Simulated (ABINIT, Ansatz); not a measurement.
# A GW run on SiO2 (P6_222) in ABINIT, with inputs changed

A base run on SiO2 (P6_222), then changed inputs.

Method: LDA and many-body steps on it, plane waves, in ABINIT 10.8.3.

Most raw output is cut from this account.

The database entry behind the starting cell is an old determination (1926), so it need not match the best structure at ambient conditions.

## (1) The structure

Symmetry: P6_222, No. 180, hexagonal system. The conventional cell has a = 5.013 Å, b = 5.013 Å, c = 5.470 Å, α = 90.00°, β = 90.00°, γ = 120.00°. Si has 4 O at 1.62 Å nearest. Nearest to O lie 2 Si at 1.62 Å. Farther neighbours and most contacts between anions are not listed.

The cell and positions come from the Crystallography Open Database and are kept as given unless a step says otherwise.

## (2) Screening, 3×3×2 mesh, 102 bands, screening to 114.3 eV

This step: ABINIT 10.8.3; RPA screening on LDA, plane waves, norm-conserving pseudopotentials.

The RPA dielectric matrix is built and inverted for each q.

Input file run.abi:

```
acell 3*1.0 Angstrom
rprim 
  5.013000000017 -0.000000000004 0.000000000000
  -2.506500000005 4.341385349188 0.000000000000
  0.000000000000 0.000000000000 5.470000000000
ntypat 2
znucl 14 8
natom 9
typat 1 1 1 2 2 2 2 2 2
xred 
  0.500000000000 0.500000000000 0.333333333333
  0.000000000000 0.500000000000 0.666666666667
  0.500000000000 0.000000000000 -0.000000000000
  0.197000000000 0.803000000000 0.833333333333
  0.394000000000 0.197000000000 0.166666666667
  0.197000000000 0.394000000000 0.500000000000
  0.803000000000 0.197000000000 0.833333333333
  0.606000000000 0.803000000000 0.166666666667
  0.803000000000 0.606000000000 0.500000000000
pp_dirpath "pseudos"
pseudos "Si.upf, O.upf"
ecut 36
ngkpt 3 3 2
nshiftk 1
shiftk 0 0 0
kptopt 1
chksymbreak 0
istwfk *1
occopt 1
irdwfk 1
optdriver 3
nband 102
ecuteps 4.2
inclvkb 2
awtr 1
symchi 1
indata_prefix "in"
outdata_prefix "out"
tmpdata_prefix "tmp"
```

Command:

```bash
OMP_NUM_THREADS=1 mpirun -n 4 abinit run.abi > log
```

Wall time 48 s (4 MPI ranks of Arm Neoverse V2, shared host); peak memory 1.7 GiB.

Numbers from this step:

| Property | Result |
| --- | --- |
| ε∞ with local fields, on this mesh, along the program's q direction | 2.355 |
| the same without local fields | 2.547 |
| plasma frequency | 23.58 eV |
| plane waves in the screening matrix | 339 |

Local fields lower ε∞ by 8 %. On a Γ-centred mesh this coarse the value itself is usually too large, while a short band sum pulls it down.

## (3) Base

The self-energy is evaluated for the states that the input lists, and the levels follow from it, in one-shot runs by the linearised quasiparticle equation.

This step: G0W0 on LDA, plane waves, norm-conserving pseudopotentials.

run.abi, as its differences from that of step 2:

```diff
@@ -30,8 +30,17 @@
 irdwfk 1
-optdriver 3
+optdriver 4
 nband 102
+gwcalctyp 0
+ecutsigx 36
+symsigma 1
+nkptgw 2
+kptgw 
+  0.0000000000 0.0000000000 0.5000000000
+  0.0000000000 0.0000000000 0.0000000000
+bdgw 
+  23 26
+  22 27
 ecuteps 4.2
-inclvkb 2
-awtr 1
-symchi 1
+irdscr 1
+ppmodel 1
 indata_prefix "in"
```

Run time: 10 s. Hardware: 4 MPI ranks; peak memory 1.2 GiB.

Numbers from this step:

| Quantity | Value |
| --- | --- |
| G0W0 gap on the points computed | 8.222 eV |
| starting gap on the mesh | 5.373 eV |
| k of the valence top | 0, 0, 0.5 |
| k of the conduction bottom | 0, 0, 0 |
| Z at the valence top | 0.813 |
| Z at the conduction bottom | 0.872 |
| least direct G0W0 gap on the computed points | 8.336 eV |

The gap on the mesh goes from 5.37 eV to 8.22 eV, a correction of +2.85 eV.

## (4) Smaller part of the screening matrix

run.abi, as its differences from that of step 3:

```diff
@@ -42,3 +42,3 @@
   22 27
-ecuteps 4.2
+ecuteps 2.1
 irdscr 1
```

Elapsed: 4 s, on 4 MPI ranks; peak memory 0.88 GiB; 16 s of CPU time.

This step gave:

```
G0W0 gap on the points computed              : 8.499 eV
starting gap on the mesh                     : 5.373 eV
k of the valence top                         : 0, 0, 0.5
k of the conduction bottom                   : 0, 0, 0
Z at the valence top                         : 0.833
Z at the conduction bottom                   : 0.878
least direct G0W0 gap on the computed points : 8.607 eV
```

## (5) The runs together

Times are wall times on 4 MPI ranks of Arm Neoverse V2, shared host, good to a factor of about two. A run's time includes the screening step that it read.

```csv
run,mesh,bands,screening cutoff (eV),DFT gap (eV),gap on the mesh (eV),direct (eV),ε∞ used,time
base,3×3×2,102,114.3,5.373,8.222,8.336,2.36,58 s
smaller part of the screening matrix,3×3×2,102,57.1,5.373,8.499,8.607,2.36,52 s
```

## (6) Results

```
base                                 : 8.222 eV
smaller part of the screening matrix : 8.499 eV
known limits                         : not at the basis limit; coarse k mesh
```

In words: Smaller part of the screening matrix: +0.277 eV against base (keys changed: ecuteps). Bands and cutoff are finite, so the gap is not at the basis limit. The miss can reach some tenths of an eV and take either sign; the mesh is an error of its own. In the first G0W0 run levels were corrected at 2 k points alone, so a gap called «on the mesh» is the least over those, and an edge elsewhere would be missed. The 3×3×2 mesh is coarse for this cell, which bears on the long-range parts of exchange and screening.

[Paths, hosts, dates, memory and timing lines, banners, echoed tables and standing remarks are left out of the program output.]

[Logs are printed without paths, hosts, clocks, repeated set-up lines and the standing remarks that a program may print on its own settings, such as how far it seeks lower states.]

[Runs of the session that timed out or met a known fault of the program may be left out.]

[No measured gap is set beside runs whose start may be inverted or whose files or cutoffs have a known fault.]

[Hosts, paths, dates, database ids (printed as entryN), source tags and the programs' standing remarks are cut or masked in the printed files.]

[G0W0 gaps are taken among the corrected bands and points alone; a level outside them can change the order at an edge.]

[Where Ansatz stands beside ABINIT at settings called matched, ABINIT's density can come from a denser mesh and the files from another edition; pairs whose starting gaps differed by over 0.03 eV were left out, so agreement reads better than it is.]
